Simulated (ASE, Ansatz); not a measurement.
# Structural relaxation of twisted InSe bilayer, 38.21° (56 atoms), part 2 of 2

Wanted: the relaxed structure of twisted InSe bilayer, 38.21° (56 atoms) and its electronic structure.

Ansatz 0.2.0; Kohn-Sham DFT, PBE+D4, PAW (set soft_2), plane waves.

The cell: 28 In and 28 Se. Only the Γ point is sampled, in a cell whose shortest periodic width is 9 Å.

So far. Step 3 (Relaxation): The relaxation changed the energy by -4.16 meV/atom, and atoms moved by 0.05 Å r.m.s., 0.09 Å at most.

**5. Single point at the relaxed geometry**

One more single point at the end of the walk gives the fuller output and checks the residual forces.

input.yaml

```yaml
crystal:
  lattice:
    - [10.583, 0.0, 0.0]
    - [-5.2915, 9.16515, 0.0]
    - [0.0, 0.0, 25.91]
  atoms:
    - { symbol: In, position: [0.19112, 0.23659, 0.38751] }
    - { symbol: In, position: [0.19065, 0.23706, 0.27982] }
    - { symbol: Se, position: [0.23798, 0.04549, 0.43827] }
    - { symbol: Se, position: [0.23754, 0.04679, 0.22877] }
    [... 46 atom lines left out ...]
    - { symbol: Se, position: [0.80955, 0.04674, 0.77128] }
    - { symbol: Se, position: [0.80787, 0.04544, 0.56177] }
    - { symbol: In, position: [0.90701, 0.52526, 0.7207] }
    - { symbol: In, position: [0.90889, 0.52604, 0.61328] }
    - { symbol: Se, position: [0.95324, 0.76259, 0.77138] }
    - { symbol: Se, position: [0.95463, 0.76213, 0.56174] }
kpoints:
  mp_grid: { grid: [1, 1, 1] }
hamiltonian:
  xc: pbe
  dispersion: d4
scf:
  occupations: { method: gaussian, width: 0.025 }
output:
  forces: true
  populations: true
  dos:
    method: { smearing: { sigma: 0.15 } }
    de: 0.1
    projected:
      site_lists:
        In: [In]
        Se: [Se]
        layer_1: [0, 1, 2, 3, 4, 5, 6, 7, 8, 9, 10, 11, 12, 13, 14, 15, 16, 17, 18, 19, 20, 21, 22, 23, 24, 25, 26, 27]
        layer_2: [28, 29, 30, 31, 32, 33, 34, 35, 36, 37, 38, 39, 40, 41, 42, 43, 44, 45, 46, 47, 48, 49, 50, 51, 52, 53, 54, 55]
  eigenvalues: true
  write_density: true
  write_potential: true
  volumetric_format: npy
  elf: true
```

Command:

```console
ansatz run input.yaml --threads 4 --pin off --max-ram 8192MiB --backend cpu --events-out ev --progress --plain --runs-dir out
```

The program printed:

```text
[...]
Crystal: 56 atoms, lattice volume = 2513.135 Å³
Basis set: ecut = 420 eV, 49125 PW (Γ), exchange–correlation on 144×144×360 points (8 copies of the dense FFT grid, shifted against one another)
Bands: 488, of which v1, the nominal top of the filled ones, is band 406 counted from 1 (405 counted from 0)
Symmetry: 1 space group operations
[...]
k-points: 1
[...]
SCF iter   1: F=—  HF=-309918.032827 eV  |F-HF|=—  |Δ(HF+E_count)|=         —  Δρ=1.67e-3  dr2=5.28e-1  ethr=1.77e-3  ⟨swp⟩=6.0  Hψ=1912  notcnv=0  defer=14
[...]
SCF iter  10: F=-309917.975915 eV  HF=-309917.975915 eV  |F-HF|=6.98e-9  |Δ(HF+E_count)|=   1.33e-8  Δρ=5.74e-7  dr2=2.25e-8  ethr=1.23e-11  ⟨swp⟩=15.0  Hψ=3740  notcnv=0
SCF 1 converged in 10 iterations: F = -309917.975915 eV  dr2 = 2.25e-8
[...]
WARN: The output density's exchange-correlation potential varies sharply where the density is thin. Do not read a vacuum level from v_tot or v_xc, or from such a field of the output density. On a cell that repeats whose density bears no net charge and no dipole along the vacuum's axis use v_es (v_loc + v_h of the components); [...]
SCF converged after 10 iterations
Free energy (F): -309917.975915 eV
[...]
Internal energy: -309917.975915 eV  (E = F + TS)
E sigma→0 (E₀):  -309917.975915 eV
Fermi energy:    3.027373 eV
[...]
--- Forces (eV/Å), atoms counted from 1 ---
  atom   1  In    -0.00196161     0.00032861    -0.00114630
  atom   2  In     0.00384834    -0.00178351    -0.00303606
  atom   3  Se     0.00271649    -0.00276360     0.00061403
  atom   4  Se     0.00017417     0.00500569     0.00060476
  atom   5  In     0.00118711     0.00035241     0.00554331
  atom   6  In    -0.00182408     0.00080208     0.00397017
  atom   7  Se    -0.00343901     0.00190089     0.00036652
  atom   8  Se     0.00438823    -0.00106435     0.00086849
  atom   9  In    -0.00246694     0.00046432     0.00035552
  atom  10  In     0.00000489     0.00017652    -0.00299061
  atom  11  Se    -0.00021855    -0.00371417     0.00077377
  atom  12  Se     0.00079489     0.00259806     0.00123293
  atom  13  In     0.00182079     0.00131276    -0.00061233
  atom  14  In    -0.00068128     0.00011626    -0.00448397
[...]
atom  55  Se    -0.00021377    -0.00116465    -0.00252105
  atom  56  Se     0.00021659    -0.00215281     0.00069326
  max |Σ_I F_I| component: 4.23e-5 eV/Å
--- Band table (eV) ---
[...]
--- Löwdin populations: 56 sites ---
  site symbol       q [e]
     0     In     12.7806
     1     In     12.7496
     2     Se     16.1748
[...]
55     Se     16.1747
  spilling = 0.001915 (of n_electrons = 812.000000)
```

Run time: 61 s. Hardware: 4 threads of Arm Neoverse V1, shared host; peak memory 3.4 GiB.

The program notes that the exchange-correlation potential is rough where the density is thin.

Numbers from this run:

- free energy: -309917.9759 eV
- free energy per atom: -5534.2496 eV/atom
- SCF cycles: 10
- r.m.s. force component: 0.00189 eV/Å
- longest force: 0.00568 eV/Å
- Fermi energy: 3.027 eV
- gap (highest filled to lowest empty level): 1.246 eV
- potential in mid-vacuum, over the Fermi level: 5.099 eV
- potential 4.5 Å over the upper face: 5.099 eV
- potential 4.5 Å under the lower face: 5.099 eV
- spilling of the projection: 0.001915

Löwdin charges by element and coordination (they lack the spilled electrons, 0.028 e an atom on average):

```csv
element,coordination,atoms,mean charge (e),spread,least,most
In,all,28,0.236,0.0142,0.219,0.251
Se,all,28,-0.181,0.0055,-0.187,-0.175
```

By region:

```csv
region,atoms,mean length of the force (eV/Å)
layer 1,28,0.003
layer 2,28,0.003
```

Density of states as counts of states in windows of 1 eV (from the Fermi level), total and the larger projections:

```csv
from (eV),to (eV),total,layer 1,layer 2,Se p,In p,In s
-10,-7,0.0,0.0,0.0,0.0,0.0,0.0
-7,-6,24.6,12.2,12.2,7.0,2.8,13.1
-6,-5,25.2,12.5,12.5,12.0,2.7,9.0
-5,-4,4.1,2.1,2.1,2.3,0.3,1.3
-4,-3,26.9,13.3,13.3,16.2,8.7,1.2
-3,-2,68.6,34.1,34.1,51.5,14.1,1.5
-2,-1,42.5,21.0,21.0,30.7,8.3,2.4
-1,0,4.1,2.0,2.0,2.9,0.7,0.3
0,1,2.0,1.0,1.0,0.6,0.3,0.7
1,2,20.2,9.7,9.7,6.6,6.9,4.9
2,3,33.8,16.2,16.2,11.6,8.8,10.7
3,4,27.9,12.4,12.4,4.6,19.0,0.1
4,5,55.2,21.4,21.4,9.1,28.3,3.7
```

Between -26 and -10 eV lie 336 more states.

The levels nearest the highest filled one (over half full), pooled over k-points and spins:

```csv
level less the highest filled one (eV),occupation
-0.588,2
-0.588,2
-0.550,2
-0.549,2
-0.429,2
0,2
1.25,0
1.85,0
2.44,0
2.48,0
2.48,0
2.49,0
```

Planar average of the electrostatic potential energy along the normal, with the Fermi level as zero, after a running mean with a triangular window 4 Å wide at its base:

```csv
height (Å),potential energy (eV)
0.0,5.10
0.7,5.10
1.4,5.10
2.2,5.09
2.9,5.03
3.7,4.46
4.5,3.05
5.2,0.55
5.9,-2.33
6.6,-4.18
7.3,-4.02
8.1,-2.70
8.8,-2.21
9.5,-3.24
10.4,-4.39
11.1,-3.35
11.8,-0.87
12.5,1.26
13.2,1.48
14.0,-0.34
14.7,-2.91
15.4,-4.35
16.3,-3.53
17.0,-2.32
17.7,-2.48
18.4,-3.78
19.1,-4.31
19.9,-2.83
20.6,-0.05
21.3,2.64
22.0,4.25
22.9,5.00
23.6,5.09
24.3,5.10
25.0,5.10
25.8,5.10
```

Electrostatic potential energy in the ca plane at fractional y = 0.045, with atoms of Se within 0.2 Å of it. With pseudopotentials it is smooth inside the atoms' cores, unlike the true potential.

Values in eV, 13 rows by 16 columns, each cell a mean:
```
  8   8   7   6   5   5   6   5   5   7   8   6   5   5   6   6
  8   8   7   3  -4   1   3  -5   1   6   7  -6 -10   4   6   6
  8   8   7   3 -14  -5   1 -16  -1   6   6 -10 -11   3   7   6
  8   8   7   5   0   2   4  -1   4   7   7  -2  -7   1   5   4
  8   8   7   5   5   6   6   5   5   6   7   6  -5 -20  -2  -9
  8   8   7   3   0   3   4   0   2   5   7   6  -8 -23  -5 -12
  8   8   7   1 -20 -11  -4 -21  -6   6   7   6   2  -3   4   1
  8   8   7   1 -20 -11  -4 -22  -6   6   7   6   4   5   6   6
  8   8   4  -5  -2   3   4  -1  -4   0   7   7   4   1   5   4
  8   8  -5  -8  -4   6   6   3 -11 -10   6   6  -1 -14   1  -4
  8   8  -2 -12  -1   6   6   4 -11  -8   7   6   0  -8   3  -1
  8   8   7   4   5   6   6   5   4   5   7   6   5   4   5   5
  8   8   8   7   6   6   6   6   6   7   8   7   6   6   6   6
```
Columns run along c (16.0 Å, from fractional 0.10 to 0.72 of the cell; values clipped at the 3rd and 97th percentile), rows up along a (10.6 Å). Atoms in or near the plane, at fractional coordinates: Se at (0.44, 0.24), Se at (0.23, 0.24), Se at (0.56, 0.81).

Valence density in the ca plane at fractional y = 0.045, with atoms of Se within 0.2 Å of it. It is the smooth field of the valence electrons, not physical close to the nuclei.

Values in e/Å³, 13 rows by 16 columns, each cell a mean:
```
 0  0  0  0  0  0  0  0  0  0  0  0  0  0  0  0
 0  0  0  0  0  0  0  0  0  0  0  0  0  0  2  1
 0  0  0  0  0  0  0  1  0  0  1  0  0  0 15  2
 0  0  0  0  0  0  0  0  0  0  0  0  0  0  1  1
 0  0  0  0  0  0  0  0  0  0  0  0  0  0  0  1
 0  0  0  0  0  0  0  0  0  0  0  0  0  0  0  2
 0  0  0  0  0  0  1  3  0  1  2  0  0  0  0  0
 0  0  0  0  0  0  1  3  0  1  2  0  0  0  0  0
 0  0  0  0  0  0  1  0  0  0  0  1  0  0  0  0
 0  0  0  0  0  6  9  0  0  0  1 14  1  0  0  0
 0  0  0  0  0  3  3  0  0  0  0  5  0  0  0  0
 0  0  0  0  0  0  0  0  0  0  0  0  0  0  0  0
 0  0  0  0  0  0  0  0  0  0  0  0  0  0  0  0
```
Columns run along c (16.0 Å, from fractional 0.00 to 0.62 of the cell), rows up along a (10.6 Å). Atoms in or near the plane, at fractional coordinates: Se at (0.44, 0.24), Se at (0.23, 0.24), Se at (0.56, 0.81).

Mean Löwdin charges: In +0.24, Se -0.18 e. Charges this small depend on the projection, at times even in sign. The potential stands 5.72 eV above the highest filled level over the upper face and 5.72 eV under the lower one, which reads the ionisation potential at this level (an upper bound, if the band top lies off the mesh).

A closer look about Se35, picked at random: 10 atoms, nearest first, numbered in the order of the input, with positions taken from that point.

```csv
atom,x,y,z,distance (Å),Löwdin charge (e)
Se35,0.00,0.00,0.00,0.00,-0.19
In33,0.74,-2.19,-1.30,2.65,0.25
In49,1.53,1.73,-1.31,2.66,0.25
In41,-2.26,0.42,-1.33,2.66,0.25
Se51,0.77,3.91,0.01,3.98,-0.19
Se43,-3.03,2.59,0.00,3.99,-0.19
Se47,-3.76,-1.33,0.00,3.99,-0.19
Se55,3.79,1.30,0.01,4.01,-0.19
Se31,3.03,-2.63,-0.02,4.01,-0.19
Se39,-0.76,-3.94,0.01,4.02,-0.19
```

**6. With scf.initial_density.chi_scale = 0.0**

Changed here: scf.initial_density.chi_scale = 0.0.

Changes to input.yaml since step 5:

```diff
@@ -6,3 +6,3 @@
   atoms:
-    [... the 56 atom lines of step 5 ...]
+    [... the 56 atom lines of step 2 ...]
 kpoints:
@@ -14,7 +14,8 @@
   occupations: { method: gaussian, width: 0.025 }
+  initial_density: { chi_scale: 0.0 }
 output:
   forces: true
-  populations: true
+  populations: intrinsic
   dos:
-    method: { smearing: { sigma: 0.15 } }
+    method: { smearing: { sigma: 0.08 } }
     de: 0.1
@@ -27,5 +28 @@
   eigenvalues: true
-  write_density: true
-  write_potential: true
-  volumetric_format: npy
-  elf: true
```

The program printed:

```text
[...]
Crystal: 56 atoms, lattice volume = 2513.135 Å³
Basis set: ecut = 420 eV, 49125 PW (Γ), exchange–correlation on 144×144×360 points (8 copies of the dense FFT grid, shifted against one another)
Bands: 488, of which v1, the nominal top of the filled ones, is band 406 counted from 1 (405 counted from 0)
Symmetry: 1 space group operations
[...]
k-points: 1
[...]
SCF iter   1: F=—  HF=-309923.826967 eV  |F-HF|=—  |Δ(HF+E_count)|=         —  Δρ=2.41e-2  dr2=2.58e1  ethr=3.10e-3  ⟨swp⟩=6.0  Hψ=1912  notcnv=0  defer=1
[...]
SCF iter  12: F=-309917.742986 eV  HF=-309917.742986 eV  |F-HF|=3.04e-8  |Δ(HF+E_count)|=   3.48e-7  Δρ=1.39e-6  dr2=6.32e-8  ethr=1.23e-11  ⟨swp⟩=15.0  Hψ=2652  notcnv=0
SCF 1 converged in 12 iterations: F = -309917.742986 eV  dr2 = 6.32e-8
[...]
SCF converged after 12 iterations
Free energy (F): -309917.742986 eV
[...]
Internal energy: -309917.742986 eV  (E = F + TS)
E sigma→0 (E₀):  -309917.742986 eV
Fermi energy:    3.067728 eV
[...]
--- Forces (eV/Å), atoms counted from 1 ---
  atom   1  In    -0.03370556     0.09962205    -0.34275260
  atom   2  In     0.00728709    -0.04312949     0.29079225
  atom   3  Se     0.12032621    -0.14329334     0.24663289
  atom   4  Se    -0.06823504     0.09035506    -0.34386544
  atom   5  In    -0.00169905     0.01933149    -0.20735436
  atom   6  In    -0.00286656    -0.05037461     0.37677569
  atom   7  Se    -0.04511683    -0.04147640     0.24317935
  atom   8  Se     0.09609449    -0.03792344    -0.21540338
  atom   9  In     0.03409697    -0.00274370    -0.14069736
  atom  10  In     0.06884748     0.05052503     0.30684022
  atom  11  Se     0.06536751     0.06598725     0.11912272
  atom  12  Se    -0.03609802     0.02234074    -0.35654859
  atom  13  In    -0.00385357     0.02290376    -0.27942546
  atom  14  In    -0.10032728     0.02730200     0.27684917
[...]
atom  55  Se    -0.07244074    -0.04380029     0.35024683
  atom  56  Se     0.08788163    -0.10561429    -0.36238600
  max |Σ_I F_I| component: 7.22e-6 eV/Å
--- Band table (eV) ---
[...]
--- intrinsic populations: 56 sites ---
  site symbol       q [e]
     0     In     12.8086
     1     In     12.7740
     2     Se     16.1997
[...]
55     Se     16.2033
  spilling = 0.000000 (of n_electrons = 812.000000)
```

The job ended after 63 s (4 threads; peak memory 3.3 GiB).

Geometry and reference: those of the single point at the start.

Forces differ from those of the single point at the start by 0.009 meV/Å r.m.s., 0.005 % of their size. It took 1.2 times the reference's time (shared host, so rough).

**7. Summary of results**

| Quantity | Value |
| --- | --- |
| energy change in the relaxation | -4.16 meV/atom |
| r.m.s. displacement | 0.05 Å |
| largest displacement | 0.09 Å |
| free energy per atom | -5534.2496 eV/atom |
| r.m.s. force component | 0.00189 eV/Å |
| gap (highest filled to lowest empty level) | 1.246 eV |
| potential in mid-vacuum, over the Fermi level | 5.099 eV |
| wall time of the 4 DFT runs | 5.4 min |

**Reading.** Relaxation lowers the energy by 4.16 meV/atom and moves atoms by 0.05 Å r.m.s.; the r.m.s. force component goes from 0.19 to 0.0019 eV/Å, and the gap from 1.16 to 1.25 eV. First to last step the energy falls by 0.233 eV; the largest move, 0.09 Å, is that of Se15 and 1 other atom alike. The highest filled and lowest empty levels differ by 1.25 eV at Γ alone; the mesh holds the band edges only if they fold onto it, so the gap at this level can be narrower or closed, while semilocal functionals tend to narrow gaps against experiment. The potential stands 5.72 eV above the highest filled level over the upper face and 5.72 eV under the lower one, which reads the ionisation potential at this level (an upper bound, if the band top lies off the mesh).

[Long decimals in the printed logs are rounded to 6 places.]

[Logs are printed without paths, hosts, clocks, repeated set-up lines and the standing remarks that a program may print on its own settings, such as how far it seeks lower states.]

[Hosts, paths, dates, database ids (printed as entryN), source tags and the programs' standing remarks are cut or masked in the printed files.]

[A walk said to have stopped at its limit may instead have ended on an SCF cycle that didn't converge.]
